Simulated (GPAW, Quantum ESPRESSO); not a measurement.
# Near-edge structure at the O K edge of Na2MoO4 (Fd-3m), part 2 of 4

Do two independent programs agree on the O K edge of Na2MoO4 (Fd-3m)? The same cell and functional are run with XSpectra and with GPAW.

Quantum ESPRESSO 7.5 and GPAW 26.7.0; core-hole supercells, plane-wave PAW LDA.

So far. Step 2 (Ground state of the crystal (Quantum ESPRESSO)): The mesh shows a gap of 4.44 eV, so the hole is first treated in a charged cell, without the excited electron. Step 3 (Spectrum without a core hole, O atom 7 (Quantum …): Main maxima below 24 eV (height): 0.3 eV (2.38), 1.7 eV (2.19), 5.5 eV (0.91), 7.9 eV (1.67), 9.5 eV (1.14) and 14.5 eV (1.09).

## Step 6: The atom with a core hole (Quantum ESPRESSO)

Level of this step: all-electron atom with a core hole and its PAW potential, LDA, scalar-relativistic (Quantum ESPRESSO).

The frozen core must hold the hole, so the absorber gets a data set of its own.

File O.lda-n-kjpaw-1sch.ld1.in:

```
&input
   title='O', zed=8., rel=1, iswitch=3, dft='PZ',
   config='1s1 2s2 2p5'
/
&inputp
   file_pseudopw='O.lda-n-kjpaw-1sch.UPF', author='',
   lpaw=.true.,
   pseudotype=3,
   lloc=-1,
   rcloc=1.1,
   which_augfun='PSQ',
   rmatch_augfun_nc=.true.,
   nlcc=.true.,
   new_core_ps=.true.,
   rcore=0.7,
   tm=.true.,
   zval=7,
   lgipaw_reconstruction=.true., use_paw_as_gipaw=.true.
/
4
2S  1  0  2.00  0.00  1.00  1.30  0.0
2S  1  0  0.00  1.00  1.00  1.30  0.0
2P  2  1  5.00  0.00  0.90  1.35  0.0
2P  2  1  0.00  0.05  0.90  1.35  0.0
```

On the command line:

```bash
$ ld1.x < O.lda-n-kjpaw-1sch.ld1.in > O.lda-n-kjpaw-1sch.ld1.out
```

What it wrote:

```text
     [... banner and references ...]
PAW data will be used for GIPAW calculation
     --------------------------- All-electron run ----------------------------

     O
     scalar relativistic calculation

     atomic number is  8.00
     dft =PZ   lsd =0 sic =0 latt =0  beta=0.20 tr2=1.0E-14
     Exchange-correlation= PZ
                           (   1   1   0   0   0   0   0)
     mesh =1095 r(mesh) =  99.04343 a.u. xmin = -7.00 dx = 0.01250
     1 Ry =  13.60569312 eV, c = 137.03599908

     n l     nl                  e(Ry)          e(Ha)          e(eV)
     1 0     1S 1( 1.00)       -41.9355       -20.9678      -570.5619
     2 0     2S 1( 2.00)        -1.9275        -0.9637       -26.2246
     2 1     2P 1( 5.00)        -0.8665        -0.4332       -11.7888

     final scf error:  4.0E-15 reached in  24 iterations

     Etot =    -110.050736 Ry,     -55.025368 Ha,   -1497.316544 eV

     Ekin =     109.503055 Ry,      54.751527 Ha,    1489.864957 eV
     Encl =    -270.735536 Ry,    -135.367768 Ha,   -3683.544616 eV
     Eh   =      63.959833 Ry,      31.979916 Ha,     870.217855 eV
     Exc  =     -12.778088 Ry,      -6.389044 Ha,    -173.854739 eV

     normalization and overlap integrals

     s(1S/1S) =  1.000000  <r> =   0.1934  <r2> =    0.0503  r(max) =   0.1266
     s(1S/2S) = -0.000240
     s(2S/2S) =  1.000000  <r> =   1.0741  <r2> =    1.4086  r(max) =   0.8151
     s(2P/2P) =  1.000000  <r> =   1.0981  <r2> =    1.6070  r(max) =   0.7104

     ------------------------ End of All-electron run ------------------------

     --------------------- Generating PAW atomic setup --------------------

      Generating local potential from pseudized AE potential:
      Matching radius rcloc =   1.1000

[...]
(   1   1   0   0   0   0   0)
     mesh =1095 r(mesh) =  99.04343 a.u. xmin = -7.00 dx = 0.01250
     1 Ry =  13.60569312 eV, c = 137.03599908

     n l     nl                  e(Ry)          e(Ha)          e(eV)
[...]
final scf error:  4.0E-15 reached in  24 iterations

     Etot =    -110.050736 Ry,     -55.025368 Ha,   -1497.316544 eV

     Ekin =     109.503055 Ry,      54.751527 Ha,    1489.864957 eV
     Encl =    -270.735536 Ry,    -135.367768 Ha,   -3683.544616 eV
     Eh   =      63.959833 Ry,      31.979916 Ha,     870.217855 eV
     Exc  =     -12.778088 Ry,      -6.389044 Ha,    -173.854739 eV

     normalization and overlap integrals

     s(1S/1S) =  1.000000  <r> =   0.1934  <r2> =    0.0503  r(max) =   0.1266
     s(1S/2S) = -0.000240
     s(2S/2S) =  1.000000  <r> =   1.0741  <r2> =    1.4086  r(max) =   0.8151
     s(2P/2P) =  1.000000  <r> =   1.0981  <r2> =    1.6070  r(max) =   0.7104

     ------------------------ End of All-electron run ------------------------

     ---------------------- Testing the pseudopotential ----------------------

     O
     scalar relativistic calculation

     atomic number is  8.00   valence charge is  7.00
     dft = SLA  PZ   NOGX NOGC   lsd =0 sic =0 latt =0  beta=0.20 tr2=1.0E-14
     mesh =1095 r(mesh) =  99.04343 xmin = -7.00 dx = 0.01250

     n l     nl             e AE (Ry)        e PS (Ry)    De AE-PS (Ry)
     1 0     2S   1( 2.00)       -1.92747       -1.92748        0.00000
     2 1     2P   1( 5.00)       -0.86646       -0.86647        0.00001

     eps = 5.7E-18  iter =  4

     Etot =    -110.050736 Ry,     -55.025368 Ha,   -1497.316544 eV
     Etotps =   -50.907907 Ry,     -25.453954 Ha,    -692.637362 eV

     Ekin =      48.297585 Ry,      24.148792 Ha,     657.122117 eV
     Encl =    -128.150435 Ry,     -64.075217 Ha,   -1743.575486 eV
     Ehrt =      41.723026 Ry,      20.861513 Ha,     567.670689 eV
     Ecxc =     -12.778083 Ry,      -6.389042 Ha,    -173.854681 eV
     (Ecc =      -0.066544 Ry,      -0.033272 Ha,      -0.905381 eV)

     ---------------------- End of pseudopotential test ----------------------
```

It took 0.59 s on 1 MPI rank of Arm Neoverse V2, shared host; peak memory 0.12 GiB.

Removing the core electron and adding it to the valence shell costs the free atom 530.6 eV.

## Step 7: Cell with FCH, O atom 7 (Quantum ESPRESSO)

The holes are 6.4 Å apart. The excited electron is left out and a uniform background balances the charge.

File scf.in:

```
&control
   calculation='scf', prefix='x', pseudo_dir='../pp', outdir='tmp', tprnfor=.true.
/
&system
   ibrav=0, nat=14, ntyp=4, nbnd=60
   ecutwfc=62, ecutrho=360
   occupations='fixed'
   tot_charge=1
/
&electrons
   conv_thr=1.4e-07, electron_maxstep=120
   mixing_beta=0.5
/
ATOMIC_SPECIES
Mo 1.0 Mo.lda-spn-kjpaw.UPF
Na 1.0 Na.lda-spnl-kjpaw.UPF
O0 1.0 O.lda-n-kjpaw-1sch.UPF
O 1.0 O.lda-n-kjpaw.UPF
CELL_PARAMETERS angstrom
  0.00000000 4.55443967 4.55443967
  4.55443967 0.00000000 4.55443967
  4.55443967 4.55443967 0.00000000
ATOMIC_POSITIONS crystal
Mo   0.75000000 0.75000000 0.75000000
Mo   0.50000000 0.50000000 0.50000000
Na   0.12500000 0.62500000 0.12500000
Na   0.12500000 0.12500000 0.62500000
Na   0.62500000 0.12500000 0.12500000
Na   0.12500000 0.12500000 0.12500000
O0   0.86229000 0.86229000 0.41313000
O    0.38771000 0.83687000 0.38771000
O    0.86229000 0.86229000 0.86229000
O    0.83687000 0.38771000 0.38771000
O    0.86229000 0.41313000 0.86229000
O    0.38771000 0.38771000 0.83687000
O    0.41313000 0.86229000 0.86229000
O    0.38771000 0.38771000 0.38771000
K_POINTS automatic
4 4 4 0 0 0
```

On the command line:

```bash
$ OMP_NUM_THREADS=1 mpirun --oversubscribe --bind-to none -np 4 pw.x -nk 4 -in scf.in > scf.out
```

What it wrote:

```text
     [... banner and references ...]
[banner, memory and clock lines left out]
using ibrav=0 with symmetry is DISCOURAGED, use correct ibrav instead

     G-vector sticks info

     bravais-lattice index     =            0
     lattice parameter (alat)  =      12.1716  a.u.
     unit-cell volume          =    1275.0625 (a.u.)^3
     number of atoms/cell      =           14
     number of atomic types    =            4
     number of electrons       =       112.00
     number of Kohn-Sham states=           60
     kinetic-energy cutoff     =      62.0000  Ry
     charge density cutoff     =     360.0000  Ry
     scf convergence threshold =      1.4E-07
     mixing beta               =       0.5000
     number of iterations used =            8  plain     mixing
     Exchange-correlation= SLA  PZ   NOGX NOGC
                           (   1   1   0   0   0   0   0)

     celldm(1)=  12.171632  celldm(2)=   0.000000  celldm(3)=   0.000000
     celldm(4)=   0.000000  celldm(5)=   0.000000  celldm(6)=   0.000000

     crystal axes: (cart. coord. in units of alat)
               a(1) = (   0.000000   0.707107   0.707107 )
               a(2) = (   0.707107   0.000000   0.707107 )
               a(3) = (   0.707107   0.707107   0.000000 )

     reciprocal axes: (cart. coord. in units 2 pi/alat)
               b(1) = ( -0.707107  0.707107  0.707107 )
               b(2) = (  0.707107 -0.707107  0.707107 )
               b(3) = (  0.707107  0.707107 -0.707107 )

     PseudoPot. #1 for Mo:     Pseudo is Projector augmented-wave + core cor, Zval = 14.0

     PseudoPot. #2 for Na:     Pseudo is Projector augmented-wave + core cor, Zval =  9.0

     ../pp/O.lda-n-kjpaw-1sch.UPF
[...]
iteration # 19     ecut=    62.00 Ry     beta= 0.50
     Davidson diagonalization with overlap
     ethr =  2.62E-10,  avg # of iterations =  6.2

     End of self-consistent calculation

          k = 0.0000 0.0000 0.0000 ( 10489 PWs)   bands (ev):

   -57.4576 -55.9286 -43.7911 -43.7825 -43.7825 -43.5850 -32.0391 -31.7258
   -31.7258 -30.3214 -30.3214 -30.2981 -16.6882 -16.4036 -16.3587 -16.3587
   -16.2906 -16.2906 -16.2757 -16.2757 -16.2390 -16.1375 -16.0880 -16.0880
   -16.0230 -12.2711 -11.8815 -11.8815 -11.3294 -10.9282 -10.9282 -10.8424
    -3.0641  -2.2564  -2.2564  -0.0159  -0.0159   0.4870   0.8339   0.8339
     1.0208   1.0515   1.0515   1.5787   1.5787   1.7235   1.9857   2.3131
     2.3131   3.0535   3.5871   3.5871   3.6418   3.9259   4.0068   4.0068
     7.2573   7.2573   8.7909   8.7912

     [... bands of 12 further k-points ...]

     highest occupied, lowest unoccupied level (ev):     4.0068    7.1983

!    total energy              =   -1479.75974566 Ry
     total all-electron energy =    -18632.206970 Ry
     estimated scf accuracy    <       0.00000012 Ry

     The total energy is the sum of the following terms:
     one-electron contribution =    -496.24291638 Ry
     hartree contribution      =     301.37515035 Ry
     xc contribution           =    -155.51113305 Ry
     ewald contribution        =    -570.00380783 Ry
     one-center paw contrib.   =    -559.37703876 Ry

     convergence has been achieved in  19 iterations

     Forces acting on atoms (cartesian axes, Ry/au):

     atom    1 type  1   force =     0.13246746    0.13246746   -0.13246746
     atom    2 type  1   force =     0.00695665    0.00695665   -0.00695665
     atom    3 type  2   force =    -0.01743142    0.00537703   -0.00537703
[...]
atom   13 type  4   force =    -0.03202230    0.03450893    0.03202230
     atom   14 type  4   force =    -0.00809278   -0.00809278   -0.00984119

     Total force =     0.300703     Total SCF correction =     0.000818

     XML data file, charge density, pseudopotentials, collected wavefunctions
```

The job ended after 91 s (4 MPI ranks; peak memory 0.33 GiB).

Energy with the hole: -253504.090 eV, cores included.

## Step 8: Spectrum with FCH, O atom 7 (Quantum ESPRESSO)

The Lanczos recursion gives the spectrum without computing empty bands; each polarisation needs a run of its own on the full k mesh. xe0 is set between filled and empty states, and states below it are cut. The file of filecore holds the core orbital, taken from the hole-free data set.

File xspectra.in:

```
&input_xspectra
   calculation='xanes_dipole', edge='K'
   prefix='x', outdir='tmp', xiabs=3, xe0=5.6026
   xonly_plot=.false., x_save_file='xanes.sav'
   xniter=3000, xcheck_conv=20, xerror=0.005
   xcoordcrys=.false., xepsilon(1)=1, xepsilon(2)=0, xepsilon(3)=0
/
&plot
   xnepoint=413, xemin=-10, xemax=45, terminator=.true., cut_occ_states=.true.
   xgamma=0.4
/
&pseudos
   filecore='../O.wfc'
/
&cut_occ
   cut_desmooth=0.1, cut_stepl=0.05, cut_stepu=0.05, cut_ierror=1e-5
/
4 4 4 0 0 0
```

On the command line:

```bash
$ OMP_NUM_THREADS=1 mpirun --oversubscribe --bind-to none -np 4 xspectra.x -nk 4 -in xspectra.in > xspectra.out
```

What it wrote:

```text
     [... banner and references ...]
Reading input_file

     calculation: xanes_dipole

     xepsilon  [cartesian coordinates]:   1.000000   0.000000   0.000000

     xonly_plot: FALSE
        => complete calculation: Lanczos + spectrum plot

     filecore (core-wavefunction file): ../O.wfc

     main plot parameters:
        cut_occ_states: TRUE
        gamma_mode:  constant
        -> using xgamma [eV]:  0.40
        xemin [eV]: -10.00
        xemax [eV]:  45.00
        xnepoint:  413
        xe0 [eV]:   5.602600 (energy zero read in input file)

     WARNING: variable ef_r is obsolete

                      Reading SCF save directory: x.save

     tmp/x.save/

     Exchange-correlation= PZ
                           (   1   1   0   0   0   0   0)

     G-vector sticks info

                           Getting the Fermi energy

     From SCF save directory:
        ehomo [eV]:    4.0068 (highest occupied level)
        elumo [eV]:    7.1983 (lowest occupied level)
        ef    [eV]:    4.0068

     -> ef (in eV) will be written in x_save_file

                           Energy zero of the spectrum

     -> ef will NOT be used as energy zero of the spectrum
       (because xe0 read in input file)

     G-vector sticks info

     bravais-lattice index     =            0
     lattice parameter (alat)  =      12.1716  a.u.
     unit-cell volume          =    1275.0625 (a.u.)^3
     number of atoms/cell      =           14
     number of atomic types    =            4
     number of electrons       =       112.00
     number of Kohn-Sham states=           60
     kinetic-energy cutoff     =      62.0000  Ry
     charge density cutoff     =     360.0000  Ry
     Exchange-correlation= PZ
                           (   1   1   0   0   0   0   0)

     celldm(1)=  12.171632  celldm(2)=   0.000000  celldm(3)=   0.000000
     celldm(4)=   0.000000  celldm(5)=   0.000000  celldm(6)=   0.000000

     crystal axes: (cart. coord. in units of alat)
               a(1) = (   0.000000   0.707107   0.707107 )
               a(2) = (   0.707107   0.000000   0.707107 )
               a(3) = (   0.707107   0.707107   0.000000 )

     reciprocal axes: (cart. coord. in units 2 pi/alat)
               b(1) = ( -0.707107  0.707107  0.707107 )
               b(2) = (  0.707107 -0.707107  0.707107 )
               b(3) = (  0.707107  0.707107 -0.707107 )

     PseudoPot. #1 for Mo:     Pseudo is Projector augmented-wave + core cor, Zval = 14.0

     PseudoPot. #2 for Na:     Pseudo is Projector augmented-wave + core cor, Zval =  9.0

     ../pp/O.lda-n-kjpaw-1sch.UPF
     Pseudo is Projector augmented-wave + core cor, Zval =  7.0
     Shape of augmentation charge: PSQ
     Using radial grid of 1095 points,  4 beta functions with:
                l(1) =   0
                l(2) =   0
                l(3) =   1
                l(4) =   1
     Q(r) pseudized with 0 coefficients

     ../pp/O.lda-n-kjpaw.UPF
     Pseudo is Projector augmented-wave + core cor, Zval =  6.0
     Shape of augmentation charge: PSQ
     Using radial grid of 1095 points,  4 beta functions with:
                l(1) =   0
                l(2) =   0
                l(3) =   1
                l(4) =   1
     Q(r) pseudized with 0 coefficients

     atomic species   valence    mass     pseudopotential
     Mo               14.00     1.00000     Mo( 1.00)
     Na                9.00     1.00000     Na( 1.00)
     O0                7.00     1.00000     O ( 1.00)
     O                 6.00     1.00000     O ( 1.00)

      6 Sym. Ops. (no inversion) found

   Cartesian axes

     site n.     atom                  positions (alat units)
         1        Mo     tau(   1) = (   1.0606602   1.0606602   1.0606602  )
         2        Mo     tau(   2) = (   0.7071068   0.7071068   0.7071068  )
         3        Na     tau(   3) = (   0.5303301   0.1767767   0.5303301  )
         4        Na     tau(   4) = (   0.5303301   0.5303301   0.1767767  )
         5        Na     tau(   5) = (   0.1767767   0.5303301   0.5303301  )
[...]
k(    3) = (   0.3535534   0.3535534  -0.3535534), wk =   0.0312500
        k(    4) = (   0.5303301   0.5303301  -0.5303301), wk =   0.0312500
        k(    5) = (   0.1767767  -0.1767767   0.1767767), wk =   0.0312500
[...]
k(   62) = (   0.1767767   0.1767767   0.8838835), wk =   0.0312500
        k(   63) = (   0.3535534   0.3535534   0.7071068), wk =   0.0312500
        k(   64) = (   0.5303301   0.5303301   0.5303301), wk =   0.0312500

     Dense  grid:   147271 G-vectors     FFT dimensions: (  75,  75,  75)

     Smooth grid:    84283 G-vectors     FFT dimensions: (  64,  64,  64)

     The potential is recalculated from file :
     tmp/x.save/charge-density

     Starting wfcs are   72 atomic wfcs
     Checking if some PAW data can be deallocated...

               Reading core wavefunction file for the absorbing atom

     ../O.wfc successfully read

                              Attributing the PAW radii
                     for the absorbing atom [units: Bohr radius]

        PAW proj 1: r_paw(l= 0)= 1.95  (1.5*r_cut)
        PAW proj 2: r_paw(l= 0)= 1.95  (1.5*r_cut)
        PAW proj 3: r_paw(l= 1)= 2.03  (1.5*r_cut)
        PAW proj 4: r_paw(l= 1)= 2.03  (1.5*r_cut)

        NB: The calculation will not necessary use all these r_paw values.
            - For a edge in the electric-dipole approximation,
              only the r_paw(l=1) values are used.
            - For a K edge in the electric-quadrupole approximation,
              only the r_paw(l=2) values are used.

            - For a L2 or L3 edge in the electric-quadrupole approximation,

              all projectors (s, p and d) are used.

                          Starting XANES calculation
                     in the electric dipole approximation

     Method of calculation based on the Lanczos recursion algorithm
        - STEP 1: Construction of a kpoint-dependent Lanczos basis,
          in which the Hamiltonian is tridiagonal (each 'iter'
          corresponds to the calculation of one more Lanczos vector)
        - STEP 2: Calculation of the cross-section as a continued fraction
          averaged over the k-points.

     ... Begin STEP 1 ...

        Radial transition matrix element(s) used in the calculation of the
        initial vector of the Lanczos basis (|tilde{phi}_abs> normalized)
        | For PAW proj. (l=1) #1: radial matrix element =   0.161351071
        | For PAW proj. (l=1) #2: radial matrix element =   0.207521030

NB: the    16 k-point are not all listed below because npool=  4
        |-------------------------------------------------------------
        ! k-point #     1:  ( 0.0000,  0.0000,  0.0000),  0.0312,   1
        |-------------------------------------------------------------
 okvan= T
        |   Norm of the initial Lanczos vector: 0.11136975E+00
        |   Estimated error at iter     20:   1.00543957
        |   Estimated error at iter     40:   0.76679498
        |   Estimated error at iter     60:   0.65788760
        |   Estimated error at iter     80:   0.74549621
        |   Estimated error at iter    100:   0.53883620
[...]
!   => CONVERGED at iter    760 with error=  0.00453153
        |-------------------------------------------------------------
        ! k-point #     2:  ( 0.1768,  0.1768, -0.1768),  0.0312,   1
        |-------------------------------------------------------------
 okvan= T
        |   Norm of the initial Lanczos vector: 0.11136992E+00
[...]
!   => CONVERGED at iter    980 with error=  0.00388883
        |-------------------------------------------------------------
     [... 13 further k-points ...]
        ! k-point #    16:  ( 1.0607, -0.0000,  0.0000),  0.0312,   1
        |-------------------------------------------------------------
 okvan= T
        |   Norm of the initial Lanczos vector: 0.11136982E+00
[...]
|   Estimated error at iter    900:   0.01156353
        |   Estimated error at iter    920:   0.01051958
        |   Estimated error at iter    940:   0.00660098
        !   => CONVERGED at iter    960 with error=  0.00303232

     Results of STEP 1 successfully written in x_save_file
     x_save_file name:
     ->  xanes.sav
     x_save_file version:  2

     ... End STEP 1 ...

     ... Begin STEP 2 ...

     The spectrum is calculated using the following parameters:
        xe0 [eV]:    5.6026
        the occupied states are elimintate from the spectrum
        xemin [eV]: -10.00
        xemax [eV]:  45.00
        xnepoint:  413
        constant broadening parameter [eV]:    0.400
        Core level energy [eV]:  -543.1
         (from electron binding energy of neutral atoms in X-ray data booklet)

     Cross-section successfully written in xanes.dat

     ... End STEP 2 ...

                                END JOB XSpectra
```

Elapsed: 2.4 min, on 4 MPI ranks; peak memory 0.21 GiB.

The O K spectrum, O atom 7, full core hole (charged cell) (energy from the lowest empty level; intensity scaled to a mean of 1 over the first 20 eV; the points at xe0, where the cut of filled states can leave a spike, are interpolated):

```
E (eV)  intensity
 -2.00       0.13
 -1.25       0.27
 -0.50       0.86
  0.25       2.20
  1.00       1.40
  1.75       2.33
  2.50       0.84
  3.25       0.57
  4.00       0.51
  4.75       0.82
  5.50       0.93
  6.25       0.97
  7.00       1.02
  7.75       1.55
  8.50       1.67
  9.25       1.25
 10.00       1.03
 10.75       0.77
 11.50       0.48
 12.25       0.50
 13.00       0.54
 13.75       0.84
 14.50       1.09
 15.25       1.27
 16.00       1.04
 16.75       0.78
 17.50       0.81
 18.25       0.69
 19.00       0.71
 19.75       0.66
 20.50       0.59
 21.25       0.63
 22.00       0.79
 22.75       0.81
 23.50       0.87
 24.25       1.12
 25.00       1.15
 25.75       1.09
 26.50       0.86
 27.25       0.60
 28.00       0.63
 28.75       0.64
 29.50       0.75
 30.25       0.58
 31.00       0.56
 31.75       0.60
```

Main maxima below 24 eV (height): 0.2 eV (2.44), 1.6 eV (2.44), 5.5 eV (0.93), 8.6 eV (1.69), 15.4 eV (1.29) and 17.4 eV (0.82). 

The hole costs E(hole) − E(ground) = 527.31 eV, and the lowest empty level of the hole cell lies at 7.20 eV, which puts the zero at 534.51 eV. One term is added: -8.83 eV, since the hole is spin-paired here and a spin-polarised one costs that much less in the free atom (computed apart). The photon energy is then 525.68 eV. The functional and the charged cell's background leave an error in such absolute values: in the free atom LDA prices this hole 4.1 eV below PBE (computed apart), and PBE is itself good to a few eV.

(Part 2 of 4 ends here.)

[Banner, clock and machine lines of the logs are left out without a mark of their own.]

[Logs are printed without paths, hosts, clocks, repeated set-up lines and the standing remarks that a program may print on its own settings, such as how far it seeks lower states.]

[Hosts, paths, dates, database ids (printed as entryN), source tags and the programs' standing remarks are cut or masked in the printed files.]

[Lists of maxima count a maximum above −3 eV only where it reaches 4 % of the highest in the window and stands out from its surroundings by 2 % of it (1.5 % where it reaches 55 %); shoulders and weaker maxima are passed over, and of the rest the first, up to two pre-edge ones and the few strongest are named.]
